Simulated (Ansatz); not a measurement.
## YBPt2Rh, from a guessed structure to a relaxed one

This structure for YBPt2Rh is made up. Its elements were placed in a known structure type with a cell scaled to their sizes. What cell does the guess relax to, and how far off was it?

Calculated with Ansatz 0.2.0; DFT, PBE, plane-wave PAW, files of the set soft_1, scalar-relativistic, no spin, cell and ions relaxed at zero pressure; PAW set soft_1, in the first sound run; inputs show where later runs differ.

**1. The structure**

The structure is tetragonal, space group P4mm (No. 99). Conventional cell: a = 3.851 Å, b = 3.851 Å, c = 4.910 Å, α = 90.00°, β = 90.00°, γ = 90.00°. Pt has 2 B at 2.09 Å nearest. Nearest to Rh lie 2 B at 2.17 to 2.74 Å and 4 Pt at 2.72 Å and 4 Y at 2.78 Å. Y has 4 Rh at 2.78 Å and 8 Pt at 3.11 to 3.13 Å and 4 B at 3.17 Å nearest. B has 4 Pt at 2.09 Å and 2 Rh at 2.17 to 2.74 Å and 4 Y at 3.17 Å nearest. Farther neighbours are not listed.

**2. Relaxation of the guess**

The guess takes its coordinates from another compound and its volume from a rule, so the cell and any free coordinates are relaxed together.

Input file input.yaml:

```yaml
crystal:
  lattice:
    - [3.851, 0.0, 0.0]
    - [0.0, 3.851, 0.0]
    - [0.0, 0.0, 4.91]
  atoms:
    - { symbol: Pt, position: [0.5, 0.0, 0.5009] }
    - { symbol: Pt, position: [0.0, 0.5, 0.5009] }
    - { symbol: Rh, position: [0.5, 0.5, 0.1109] }
    - { symbol: "Y", position: [0.0, 0.0, 0.9991] }
    - { symbol: B, position: [0.5, 0.5, 0.6686] }
kpoints:
  mp_grid: { grid: [7, 7, 6] }
scf:
  occupations: { method: fermi_dirac, width: 0.05 }
hamiltonian:
  xc: pbe
  pseudopotentials: { kind: paw, azcp: { folder: soft_1 } }
relax:
  f_tol: 0.015
  max_steps: 70
  cell: {}
output:
  forces: true
  stress: true
```

Command:

```console
ansatz run input.yaml --threads 4 --pin off --max-ram 8192MiB --backend cpu --events-out ev --progress --plain --runs-dir out
```

Numbers of over 12 decimals in the logs are rounded to 6 here.

Output:

```text
Engine: ansatz 0.2.0, x86_64-unknown-linux-gnu
Pseudopotentials: kind: paw
Pseudopotential: Pt, paw, valence charge 18, recommended cutoff 420 eV (normal), soft_1/Pt.paw.azcp
Pseudopotential: Rh, paw, valence charge 17, recommended cutoff 420 eV (normal), soft_1/Rh.paw.azcp
Pseudopotential: Y, paw, valence charge 11, recommended cutoff 420 eV (normal), soft_1/Y.paw.azcp
Pseudopotential: B, paw, valence charge 3, recommended cutoff 420 eV (normal), soft_1/B.paw.azcp
Functional definition: PBE
  parameter kappa = 0.804
  parameter beta = 0.066725
  exchange = pbe_x(kappa = kappa, mu = beta*pi^2/3)
  correlation = pbe_c(beta = beta)
Crystal: 5 atoms, lattice volume = 72.816 Å³
Basis set: ecut = 420 eV, 1441 PW (Γ), exchange–correlation on 54×54×72 points (8 copies of the dense FFT grid, shifted against one another)
Bands: 41, of which v1, the nominal top of the filled ones, is band 34 counted from 1 (33 counted from 0)
Symmetry: 8 space group operations
Space group: P4mm (ITA 99), of the structure as read, at distance tolerance 4.2e-5 Å
k-points: 40 of 294 (time reversal used)
Non-local potential: Pt, projectors of the file, l = 0: 3, l = 1: 2, l = 2: 2, l = 3: 1
Non-local potential: Rh, projectors of the file, l = 0: 3, l = 1: 2, l = 2: 2, l = 3: 1
Non-local potential: Y, projectors of the file, l = 0: 3, l = 1: 2, l = 2: 2, l = 3: 1
Non-local potential: B, projectors of the file, l = 0: 2, l = 1: 2, l = 2: 1
PAW form: soft (Blöchl's): semilocal exchange-correlation on the pseudo side does not see the compensation charge
PAW one-centre angular grid: Pt, 590 points (default); XC on 64 Gauss nodes
PAW one-centre angular grid: Rh, 590 points (default); XC on 64 Gauss nodes
PAW one-centre angular grid: Y, 590 points (default); XC on 64 Gauss nodes
PAW one-centre angular grid: B, 110 points (default); XC on 64 Gauss nodes
Initial density: superposition of atomic densities (chi_scale 0.1, normalization cell, long waves kept (reshape's long-wave potential 0.00 eV rms))
Initial wavefunctions: pseudopotential atomic-orbital guess
Functional: x = pbe(κ = 0.804, μ = 0.219515), c = pbe(β = 0.066725)
SCF iter   1: F=—  HF=-35469.902609 eV  |F-HF|=—  |Δ(HF+E_count)|=         —  Δρ=2.08e-1  dr2=6.99e1  ethr=3.10e-3  ⟨swp⟩=6.0  Hψ=5511  notcnv=0  defer=1
preconditioner: auto → Kerker (q_TF=auto, 2.691 Å⁻¹)  [metal: Δε(μ)=0.046 eV  Ē_g=9.343 eV  σ=0.050 eV  W_gap=0.22  n_scr=28 (ndim 8)  ℏωp=27.9 eV  f_vac=0.000  D(μ)=3.00/eV (n_scr^D=28)]
SCF iter   2: F=—  HF=-35463.625908 eV  |F-HF|=—  |Δ(HF+E_count)|=    6.28e0  Δρ=1.06e-1  dr2=2.10e1  ethr=3.10e-3  ⟨swp⟩=2.0  Hψ=3292  notcnv=0  defer=51
SCF iter   3: F=—  HF=-35460.956792 eV  |F-HF|=—  |Δ(HF+E_count)|=    2.67e0  Δρ=2.89e-2  dr2=2.30e0  ethr=3.10e-3  ⟨swp⟩=3.1  Hψ=2736  notcnv=0  defer=52
SCF iter   4: F=—  HF=-35460.531094 eV  |F-HF|=—  |Δ(HF+E_count)|=   4.26e-1  Δρ=8.68e-3  dr2=7.78e-2  ethr=3.10e-3  ⟨swp⟩=2.1  Hψ=2208  notcnv=0  defer=69
SCF iter   5: F=—  HF=-35460.519340 eV  |F-HF|=—  |Δ(HF+E_count)|=   1.18e-2  Δρ=3.39e-3  dr2=2.41e-2  ethr=1.16e-4  ⟨swp⟩=2.1  Hψ=2450  notcnv=0  defer=73
SCF iter   6: F=—  HF=-35460.514249 eV  |F-HF|=—  |Δ(HF+E_count)|=   5.09e-3  Δρ=7.67e-4  dr2=7.85e-4  ethr=3.59e-5  ⟨swp⟩=2.2  Hψ=2455  notcnv=0  defer=73
SCF iter   7: F=—  HF=-35460.514082 eV  |F-HF|=—  |Δ(HF+E_count)|=   1.68e-4  Δρ=1.62e-4  dr2=2.05e-5  ethr=1.17e-6  ⟨swp⟩=2.0  Hψ=2217  notcnv=0  defer=73
SCF iter   8: F=—  HF=-35460.514044 eV  |F-HF|=—  |Δ(HF+E_count)|=   3.79e-5  Δρ=5.63e-5  dr2=4.87e-6  ethr=3.06e-8  ⟨swp⟩=2.0  Hψ=2498  notcnv=0  defer=72
SCF iter   9: F=-35460.514043 eV  HF=-35460.514043 eV  |F-HF|=1.18e-8  |Δ(HF+E_count)|=   5.76e-7  Δρ=9.19e-6  dr2=5.84e-8  ethr=1.49e-10  ⟨swp⟩=3.8  Hψ=6068  notcnv=0
SCF 1 converged in 9 iterations: F = -35460.514043 eV  dr2 = 5.84e-8
  greatest PAW one-centre occupation: 1.000 electrons in one spin orbital (limit 2), on the Pt atom at site 1 (counted from 0), in its partial waves of l = 0
relax step   1: F+E_penalty+E_count = -35460.51404323 eV  Δ(F+E_penalty+E_count) = +0.000e0 eV  max|allowed force component| = 1.818e0 eV/Å  Δτ_max = 0.0000 Å  P = +17.445 GPa  Ω = 72.816 Å³  (9 SCF iters, dr2 threshold 1.00e-7 eV, accepted)
Crystal: 5 atoms, lattice volume = 81.918 Å³
Basis set: ecut = 420 eV, 1601 PW (Γ), exchange–correlation on 54×54×72 points (8 copies of the dense FFT grid, shifted against one another)
Initial density: handed on by an earlier stage of this run
Initial wavefunctions: those handed on with the density
iter 1 solved again at ethr=1.67e-3 eV; its pass at ethr=3.10e-3 eV (dr2=1.12e0 eV) is discarded
SCF iter   1: F=—  HF=-35461.073181 eV  |F-HF|=—  |Δ(HF+E_count)|=         —  Δρ=2.53e-2  dr2=1.13e0  ethr=1.67e-3  ⟨swp⟩=1.1  Hψ=7909  notcnv=0
preconditioner: auto → Kerker (q_TF=auto, 2.638 Å⁻¹)  [metal: Δε(μ)=0.012 eV  Ē_g=9.433 eV  σ=0.050 eV  W_gap=0.06  n_scr=28 (ndim 8)  ℏωp=26.3 eV  f_vac=0.000  D(μ)=2.94/eV (n_scr^D=28)]
SCF iter   2: F=—  HF=-35460.929383 eV  |F-HF|=—  |Δ(HF+E_count)|=   1.44e-1  Δρ=1.33e-2  dr2=3.77e-1  ethr=1.67e-3  ⟨swp⟩=1.7  Hψ=1702  notcnv=0
SCF iter   3: F=—  HF=-35460.858850 eV  |F-HF|=—  |Δ(HF+E_count)|=   7.05e-2  Δρ=2.71e-3  dr2=2.05e-2  ethr=5.62e-4  ⟨swp⟩=2.1  Hψ=2537  notcnv=0  defer=8
SCF iter   4: F=—  HF=-35460.853599 eV  |F-HF|=—  |Δ(HF+E_count)|=   5.25e-3  Δρ=7.55e-4  dr2=1.34e-3  ethr=3.06e-5  ⟨swp⟩=1.2  Hψ=1997  notcnv=0  defer=9
SCF iter   5: F=—  HF=-35460.853329 eV  |F-HF|=—  |Δ(HF+E_count)|=   2.70e-4  Δρ=2.20e-4  dr2=5.09e-5  ethr=2.00e-6  ⟨swp⟩=2.0  Hψ=2157  notcnv=0  defer=9
SCF iter   6: F=—  HF=-35460.853365 eV  |F-HF|=—  |Δ(HF+E_count)|=   3.59e-5  Δρ=7.75e-5  dr2=7.09e-6  ethr=7.60e-8  ⟨swp⟩=2.0  Hψ=2239  notcnv=0  defer=9
SCF iter   7: F=—  HF=-35460.853364 eV  |F-HF|=—  |Δ(HF+E_count)|=   5.69e-7  Δρ=2.12e-5  dr2=5.47e-7  ethr=1.06e-8  ⟨swp⟩=2.5  Hψ=2219  notcnv=0  defer=9
SCF iter   8: F=-35460.853364 eV  HF=-35460.853364 eV  |F-HF|=2.41e-8  |Δ(HF+E_count)|=   7.05e-8  Δρ=5.79e-6  dr2=4.25e-8  ethr=7.46e-10  ⟨swp⟩=4.0  Hψ=4792  notcnv=0
SCF 2 converged in 8 iterations: F = -35460.853364 eV  dr2 = 4.25e-8
relax step   2: F+E_penalty+E_count = -35460.85336395 eV  Δ(F+E_penalty+E_count) = -3.393e-1 eV  max|allowed force component| = 8.178e-1 eV/Å  Δτ_max = 0.0942 Å  P = -6.615 GPa  Ω = 81.918 Å³  energy of the carried Pulay correction = -4.918e-3 eV  (8 SCF iters, dr2 threshold 5.00e-7 eV, accepted)
Crystal: 5 atoms, lattice volume = 78.442 Å³
Basis set: ecut = 420 eV, 1553 PW (Γ), exchange–correlation on 54×54×72 points (8 copies of the dense FFT grid, shifted against one another)
iter 1 solved again at ethr=2.32e-4 eV; its pass at ethr=3.10e-3 eV (dr2=1.55e-1 eV) is discarded
SCF iter   1: F=—  HF=-35461.018396 eV  |F-HF|=—  |Δ(HF+E_count)|=         —  Δρ=1.10e-2  dr2=1.56e-1  ethr=2.32e-4  ⟨swp⟩=1.2  Hψ=7070  notcnv=0
preconditioner: auto → Kerker (q_TF=auto, 2.658 Å⁻¹)  [metal: Δε(μ)=0.042 eV  Ē_g=9.438 eV  σ=0.050 eV  W_gap=0.21  n_scr=28 (ndim 8)  ℏωp=26.8 eV  f_vac=0.000  D(μ)=2.82/eV (n_scr^D=18)]
SCF iter   2: F=—  HF=-35460.996342 eV  |F-HF|=—  |Δ(HF+E_count)|=   2.21e-2  Δρ=5.82e-3  dr2=4.94e-2  ethr=2.32e-4  ⟨swp⟩=1.9  Hψ=1828  notcnv=0
SCF iter   3: F=—  HF=-35460.985802 eV  |F-HF|=—  |Δ(HF+E_count)|=   1.05e-2  Δρ=1.11e-3  dr2=2.67e-3  ethr=7.37e-5  ⟨swp⟩=2.0  Hψ=2579  notcnv=0
SCF iter   4: F=—  HF=-35460.985152 eV  |F-HF|=—  |Δ(HF+E_count)|=   6.50e-4  Δρ=3.12e-4  dr2=2.09e-4  ethr=3.98e-6  ⟨swp⟩=2.4  Hψ=2316  notcnv=0
SCF iter   5: F=—  HF=-35460.985134 eV  |F-HF|=—  |Δ(HF+E_count)|=   1.80e-5  Δρ=7.38e-5  dr2=6.85e-6  ethr=3.12e-7  ⟨swp⟩=2.2  Hψ=2255  notcnv=0
SCF iter   6: F=—  HF=-35460.985133 eV  |F-HF|=—  |Δ(HF+E_count)|=   1.36e-6  Δρ=2.47e-5  dr2=6.49e-7  ethr=1.02e-8  ⟨swp⟩=2.0  Hψ=2334  notcnv=0
SCF iter   7: F=-35460.985133 eV  HF=-35460.985133 eV  |F-HF|=1.99e-8  |Δ(HF+E_count)|=   5.46e-8  Δρ=6.74e-6  dr2=5.36e-8  ethr=7.46e-10  ⟨swp⟩=4.0  Hψ=4889  notcnv=0
SCF 3 converged in 7 iterations: F = -35460.985133 eV  dr2 = 5.36e-8
  greatest PAW one-centre occupation: 1.000 electrons in one spin orbital (limit 2), on the Pt atom at site 0 (counted from 0), in its partial waves of l = 0
relax step   3: F+E_penalty+E_count = -35460.98513254 eV  Δ(F+E_penalty+E_count) = -1.318e-1 eV  max|allowed force component| = 6.025e-1 eV/Å  Δτ_max = 0.0333 Å  P = +0.183 GPa  Ω = 78.442 Å³  energy of the carried Pulay correction = -3.109e-3 eV  (7 SCF iters, dr2 threshold 5.00e-7 eV, accepted)
Crystal: 5 atoms, lattice volume = 78.252 Å³
Basis set: ecut = 420 eV, 1545 PW (Γ), exchange–correlation on 54×54×72 points (8 copies of the dense FFT grid, shifted against one another)
iter 1 solved again at ethr=9.21e-6 eV; its pass at ethr=3.10e-3 eV (dr2=6.17e-3 eV) is discarded
SCF iter   1: F=—  HF=-35461.004047 eV  |F-HF|=—  |Δ(HF+E_count)|=         —  Δρ=2.80e-3  dr2=6.23e-3  ethr=9.21e-6  ⟨swp⟩=2.0  Hψ=6029  notcnv=0
preconditioner: auto → Kerker (q_TF=auto, 2.659 Å⁻¹)  [metal: Δε(μ)=0.027 eV  Ē_g=9.505 eV  σ=0.050 eV  W_gap=0.14  n_scr=28 (ndim 8)  ℏωp=26.9 eV  f_vac=0.000  D(μ)=2.60/eV (n_scr^D=18)]
SCF iter   2: F=—  HF=-35461.003217 eV  |F-HF|=—  |Δ(HF+E_count)|=   8.30e-4  Δρ=1.62e-3  dr2=2.74e-3  ethr=9.21e-6  ⟨swp⟩=1.0  Hψ=1640  notcnv=0
SCF iter   3: F=—  HF=-35461.002557 eV  |F-HF|=—  |Δ(HF+E_count)|=   6.60e-4  Δρ=2.75e-4  dr2=1.31e-4  ethr=4.09e-6  ⟨swp⟩=2.1  Hψ=2245  notcnv=0
SCF iter   4: F=—  HF=-35461.002564 eV  |F-HF|=—  |Δ(HF+E_count)|=   6.58e-6  Δρ=6.95e-5  dr2=4.11e-6  ethr=1.95e-7  ⟨swp⟩=2.0  Hψ=2303  notcnv=0
iter 5 did not close the SCF: its close was put off for the readings that it lacked (scf_convergence_deferred on its scf_iter line)
SCF iter   5: F=-35461.002564 eV  HF=-35461.002564 eV  |F-HF|=6.15e-8  |Δ(HF+E_count)|=   2.48e-9  Δρ=1.71e-5  dr2=2.44e-7  ethr=6.14e-9  ⟨swp⟩=2.0  Hψ=2433  notcnv=0
SCF iter   6: F=-35461.002564 eV  HF=-35461.002564 eV  |F-HF|=5.54e-9  |Δ(HF+E_count)|=   2.61e-8  Δρ=4.63e-6  dr2=1.62e-8  ethr=3.64e-10  ⟨swp⟩=2.0  Hψ=5559  notcnv=0
SCF 4 converged in 6 iterations: F = -35461.002564 eV  dr2 = 1.62e-8
relax step   4: F+E_penalty+E_count = -35461.00256389 eV  Δ(F+E_penalty+E_count) = -1.743e-2 eV  max|allowed force component| = 1.672e-1 eV/Å  Δτ_max = 0.0240 Å  P = +0.392 GPa  Ω = 78.252 Å³  energy of the carried Pulay correction = -3.008e-3 eV  (6 SCF iters, dr2 threshold 5.00e-7 eV, accepted)
Crystal: 5 atoms, lattice volume = 78.378 Å³
iter 1 solved again at ethr=1.23e-5 eV; its pass at ethr=3.10e-3 eV (dr2=8.22e-3 eV) is discarded
SCF iter   1: F=—  HF=-35461.009756 eV  |F-HF|=—  |Δ(HF+E_count)|=         —  Δρ=2.73e-3  dr2=8.50e-3  ethr=1.23e-5  ⟨swp⟩=1.9  Hψ=5612  notcnv=0
preconditioner: auto → Kerker (q_TF=auto, 2.658 Å⁻¹)  [metal: Δε(μ)=0.042 eV  Ē_g=9.494 eV  σ=0.050 eV  W_gap=0.20  n_scr=28 (ndim 8)  ℏωp=26.9 eV  f_vac=0.000  D(μ)=2.50/eV (n_scr^D=18)]
SCF iter   2: F=—  HF=-35461.008198 eV  |F-HF|=—  |Δ(HF+E_count)|=   1.56e-3  Δρ=1.58e-3  dr2=3.22e-3  ethr=1.23e-5  ⟨swp⟩=1.0  Hψ=1640  notcnv=0
SCF iter   3: F=—  HF=-35461.007324 eV  |F-HF|=—  |Δ(HF+E_count)|=   8.74e-4  Δρ=2.18e-4  dr2=3.30e-5  ethr=4.81e-6  ⟨swp⟩=2.0  Hψ=2335  notcnv=0
SCF iter   4: F=—  HF=-35461.007328 eV  |F-HF|=—  |Δ(HF+E_count)|=   3.59e-6  Δρ=5.97e-5  dr2=8.15e-6  ethr=4.93e-8  ⟨swp⟩=2.0  Hψ=2699  notcnv=0
SCF iter   5: F=—  HF=-35461.007326 eV  |F-HF|=—  |Δ(HF+E_count)|=   1.69e-6  Δρ=2.25e-5  dr2=7.36e-7  ethr=1.22e-8  ⟨swp⟩=2.0  Hψ=2209  notcnv=0
SCF iter   6: F=-35461.007326 eV  HF=-35461.007326 eV  |F-HF|=5.83e-9  |Δ(HF+E_count)|=   8.17e-8  Δρ=5.18e-6  dr2=1.76e-8  ethr=7.46e-10  ⟨swp⟩=4.0  Hψ=4961  notcnv=0
SCF 5 converged in 6 iterations: F = -35461.007326 eV  dr2 = 1.76e-8
relax step   5: F+E_penalty+E_count = -35461.00732599 eV  Δ(F+E_penalty+E_count) = -4.762e-3 eV  max|allowed force component| = 2.246e-2 eV/Å  Δτ_max = 0.0234 Å  P = -0.065 GPa  Ω = 78.378 Å³  energy of the carried Pulay correction = -3.075e-3 eV  (6 SCF iters, dr2 threshold 5.00e-7 eV, accepted)
Crystal: 5 atoms, lattice volume = 78.312 Å³
iter 1 solved again at ethr=2.59e-7 eV; its pass at ethr=3.10e-3 eV (dr2=1.74e-4 eV) is discarded
SCF iter   1: F=—  HF=-35461.007503 eV  |F-HF|=—  |Δ(HF+E_count)|=         —  Δρ=3.23e-4  dr2=1.81e-4  ethr=2.59e-7  ⟨swp⟩=2.0  Hψ=6518  notcnv=0
preconditioner: auto → Kerker (q_TF=auto, 2.658 Å⁻¹)  [metal: Δε(μ)=0.037 eV  Ē_g=9.496 eV  σ=0.050 eV  W_gap=0.18  n_scr=28 (ndim 8)  ℏωp=26.9 eV  f_vac=0.000  D(μ)=2.51/eV (n_scr^D=18)]
SCF iter   2: F=—  HF=-35461.007483 eV  |F-HF|=—  |Δ(HF+E_count)|=   1.99e-5  Δρ=1.81e-4  dr2=6.62e-5  ethr=2.59e-7  ⟨swp⟩=1.0  Hψ=1640  notcnv=0
SCF iter   3: F=—  HF=-35461.007518 eV  |F-HF|=—  |Δ(HF+E_count)|=   3.47e-5  Δρ=4.42e-5  dr2=4.93e-6  ethr=9.87e-8  ⟨swp⟩=2.2  Hψ=2198  notcnv=0
SCF iter   4: F=—  HF=-35461.007517 eV  |F-HF|=—  |Δ(HF+E_count)|=   1.29e-6  Δρ=1.66e-5  dr2=1.83e-7  ethr=7.37e-9  ⟨swp⟩=2.0  Hψ=2122  notcnv=0
iter 5 did not close the SCF: its close was put off for the readings that it lacked (scf_convergence_deferred on its scf_iter line)
SCF iter   5: F=-35461.007517 eV  HF=-35461.007517 eV  |F-HF|=2.55e-9  |Δ(HF+E_count)|=  5.75e-10  Δρ=3.30e-6  dr2=7.17e-9  ethr=2.73e-10  ⟨swp⟩=2.0  Hψ=2441  notcnv=0
SCF iter   6: F=-35461.007517 eV  HF=-35461.007517 eV  |F-HF|=2.11e-10  |Δ(HF+E_count)|=  7.28e-10  Δρ=7.57e-7  dr2=4.78e-10  ethr=1.07e-11  ⟨swp⟩=1.2  Hψ=4394  notcnv=0
SCF 6 converged in 6 iterations: F = -35461.007517 eV  dr2 = 4.78e-10
relax step   6: F+E_penalty+E_count = -35461.00751670 eV  Δ(F+E_penalty+E_count) = -1.907e-4 eV  max|allowed force component| = 3.911e-3 eV/Å  Δτ_max = 0.0034 Å  P = +0.068 GPa  Ω = 78.312 Å³  energy of the carried Pulay correction = -3.040e-3 eV  (6 SCF iters, dr2 threshold 1.73e-7 eV, accepted)
Crystal: 5 atoms, lattice volume = 78.331 Å³
iter 1 solved again at ethr=4.23e-8 eV; its pass at ethr=3.10e-3 eV (dr2=2.83e-5 eV) is discarded
SCF iter   1: F=—  HF=-35461.007502 eV  |F-HF|=—  |Δ(HF+E_count)|=         —  Δρ=1.28e-4  dr2=2.33e-5  ethr=4.23e-8  ⟨swp⟩=2.2  Hψ=6470  notcnv=0
preconditioner: auto → Kerker (q_TF=auto, 2.658 Å⁻¹)  [metal: Δε(μ)=0.035 eV  Ē_g=9.496 eV  σ=0.050 eV  W_gap=0.17  n_scr=28 (ndim 8)  ℏωp=26.9 eV  f_vac=0.000  D(μ)=2.51/eV (n_scr^D=18)]
SCF iter   2: F=—  HF=-35461.007540 eV  |F-HF|=—  |Δ(HF+E_count)|=   3.81e-5  Δρ=6.85e-5  dr2=7.83e-6  ethr=3.48e-8  ⟨swp⟩=1.0  Hψ=1640  notcnv=0
SCF iter   3: F=—  HF=-35461.007538 eV  |F-HF|=—  |Δ(HF+E_count)|=   1.60e-6  Δρ=1.39e-5  dr2=5.59e-7  ethr=1.17e-8  ⟨swp⟩=2.3  Hψ=2302  notcnv=0
iter 4 did not close the SCF: its close was put off for the readings that it lacked (scf_convergence_deferred on its scf_iter line)
SCF iter   4: F=-35461.007538 eV  HF=-35461.007538 eV  |F-HF|=1.36e-8  |Δ(HF+E_count)|=   1.18e-7  Δρ=5.51e-6  dr2=2.70e-8  ethr=8.34e-10  ⟨swp⟩=2.0  Hψ=2205  notcnv=0
iter 5 did not close the SCF: its close was put off for the readings that it lacked (scf_convergence_deferred on its scf_iter line)
SCF iter   5: F=-35461.007538 eV  HF=-35461.007538 eV  |F-HF|=1.22e-9  |Δ(HF+E_count)|=   5.46e-9  Δρ=1.38e-6  dr2=2.24e-9  ethr=4.04e-11  ⟨swp⟩=2.0  Hψ=2438  notcnv=0
SCF iter   6: F=-35461.007538 eV  HF=-35461.007538 eV  |F-HF|=1.09e-10  |Δ(HF+E_count)|=  1.67e-10  Δρ=3.88e-7  dr2=2.21e-10  ethr=3.34e-12  ⟨swp⟩=1.1  Hψ=4451  notcnv=0
SCF 7 converged in 6 iterations: F = -35461.007538 eV  dr2 = 2.21e-10
relax step   7: F+E_penalty+E_count = -35461.00753821 eV  Δ(F+E_penalty+E_count) = -2.150e-5 eV  max|allowed force component| = 3.910e-4 eV/Å  Δτ_max = 0.0008 Å  P = +0.025 GPa  Ω = 78.331 Å³  energy of the carried Pulay correction = -3.050e-3 eV  (6 SCF iters, dr2 threshold 3.34e-8 eV, accepted)
Initial wavefunctions: pseudopotential atomic-orbital guess (no wavefunctions were taken with the density)
iter 1 solved again at ethr=2.84e-7 eV; its pass at ethr=3.10e-3 eV (dr2=1.90e-4 eV) is discarded
SCF iter   1: F=—  HF=-35461.000291 eV  |F-HF|=—  |Δ(HF+E_count)|=         —  Δρ=2.07e-3  dr2=7.96e-5  ethr=2.84e-7  ⟨swp⟩=3.0  Hψ=9310  notcnv=0
SCF iter   2: F=—  HF=-35461.007694 eV  |F-HF|=—  |Δ(HF+E_count)|=   7.40e-3  Δρ=1.05e-3  dr2=1.97e-5  ethr=1.19e-7  ⟨swp⟩=1.1  Hψ=1643  notcnv=0
SCF iter   3: F=—  HF=-35461.010553 eV  |F-HF|=—  |Δ(HF+E_count)|=   2.86e-3  Δρ=4.08e-5  dr2=1.17e-7  ethr=2.95e-8  ⟨swp⟩=2.4  Hψ=2235  notcnv=0
SCF iter   4: F=—  HF=-35461.010552 eV  |F-HF|=—  |Δ(HF+E_count)|=   1.01e-6  Δρ=4.63e-6  dr2=1.75e-8  ethr=1.74e-10  ⟨swp⟩=2.1  Hψ=2600  notcnv=0
SCF iter   5: F=—  HF=-35461.010552 eV  |F-HF|=—  |Δ(HF+E_count)|=   1.09e-8  Δρ=1.44e-6  dr2=4.26e-9  ethr=2.62e-11  ⟨swp⟩=1.1  Hψ=1643  notcnv=0
SCF iter   6: F=—  HF=-35461.010552 eV  |F-HF|=—  |Δ(HF+E_count)|=  4.51e-10  Δρ=5.87e-7  dr2=6.14e-10  ethr=6.35e-12  ⟨swp⟩=1.2  Hψ=1650  notcnv=0
SCF iter   7: F=-35461.010552 eV  HF=-35461.010552 eV  |F-HF|=7.28e-12  |Δ(HF+E_count)|=  1.02e-10  Δρ=1.27e-7  dr2=2.75e-11  ethr=1.00e-12  ⟨swp⟩=3.0  Hψ=5661  notcnv=0
SCF 8 converged in 7 iterations: F = -35461.010552 eV  dr2 = 2.75e-11
relax step   8: F+E_penalty+E_count = -35461.01055185 eV  Δ(F+E_penalty+E_count) = -3.014e-3 eV  max|allowed force component| = 1.263e-3 eV/Å  Δτ_max = 0.0000 Å  P = +0.024 GPa  Ω = 78.331 Å³  stress off target by 3.89e-2 GPa  SCF on the basis re-selected at this cell (its energy is not comparable with the rows above)  (7 SCF iters)
basis re-selected at this cell: Δ(F+E_penalty+E_count) = -3.014e-3 eV, ΔP = -0.001 GPa vs the last step (what re-selecting the basis moved, of the pressure what is left beyond the Pulay correction that the steps carried, after the strain that the cell walked since its last selection, with what the two solves' SCF thresholds leave and, on support functions, any second-order correction that the steps lacked; it is no m [...]
SCF converged after 7 iterations
Free energy (F): -35461.010552 eV
Harris-Foulkes:  -35461.010552 eV  (|F-HF|=7.28e-12)
Internal energy: -35460.990482 eV  (E = F + TS)
E sigma→0 (E₀):  -35461.000517 eV
Entropy (-TS):   -0.020070 eV (-4.014 meV/atom)
Fermi energy:    17.830472 eV
--- Per-component energies (eV) ---
  E_band       = -612.949036
  E_kinetic    = 2098.319078
  E_local      = -6170.036581  (includes V_loc(G=0)·N_el)
  E_nonlocal   = 741.869354
  E_hartree    = 2363.826191
  E_xc         = -880.106605
  E_vxc        = -1042.998419  (∫ρ·V_xc dr)
  E_paw        = -25466.284912  (= ΣΔE_a)
  E_vpaw       = -967.757552  (= ΣTr[D̂ρ^β])
  E_aug_tail   = 0.002430  (compensation charges beyond the density's cutoff)
  E_ewald      = -8148.579435
  E_smearing   = -0.020070  (= −TS)
  E_closure    = 0.000000  (closes the sum)
  Σ components = -35461.010552   (vs F -35461.010552, Δ=0.00e0)
--- Forces (eV/Å), atoms counted from 1 ---
  atom   1  Pt    -0.00000000     0.00000000     0.00004803
  atom   2  Pt     0.00000000    -0.00000000     0.00004803
  atom   3  Rh    -0.00000000    -0.00000000     0.00065043
  atom   4  Y     -0.00000000     0.00000000     0.00051676
  atom   5  B     -0.00000000    -0.00000000    -0.00126276
  max |Σ_I F_I| component: 4.93e-7 eV/Å
--- Stress (GPa, compression-positive) ---
        0.038878      -0.000000      -0.000000
       -0.000000       0.038878       0.000000
       -0.000000       0.000000      -0.006174
  P = ⅓ Tr σ = 0.0239 GPa (0.239 kbar)
--- Relaxed structure (7 steps of the walk, 7 accepted, 1 SCFs on fresh bases) ---
  F+E_penalty+E_count = -35461.01055185 eV   max|allowed force component| = 1.263e-3 eV/Å   (the final SCF, on the basis selected at the relaxed cell)
  cell:  # Å, volume = 78.3308 Å³
    - [4.024154, 0, 0]
    - [0, 4.024154, 0.0]
    - [0, 0.0, 4.837079]
  atoms:
    - { symbol: Pt, position: [0.5, 0, 0.501874] }
    - { symbol: Pt, position: [0, 0.5, 0.501874] }
    - { symbol: Rh, position: [0.5, 0.5, 0.094155] }
    - { symbol: Y, position: [0, 0, 1.005029] }
    - { symbol: B, position: [0.5, 0.5, 0.677467] }
```

Elapsed: 16 s, on 4 threads of Intel Xeon Platinum 8488C (Sapphire Rapids), shared host; peak memory 0.53 GiB.

(Part 1 of 2 ends here.)

[Logs are printed without paths, hosts, clocks, repeated set-up lines and the standing remarks that a program may print on its own settings, such as how far it seeks lower states.]

[Hosts, paths, dates, database ids (printed as entryN), source tags and the programs' standing remarks are cut or masked in the printed files.]
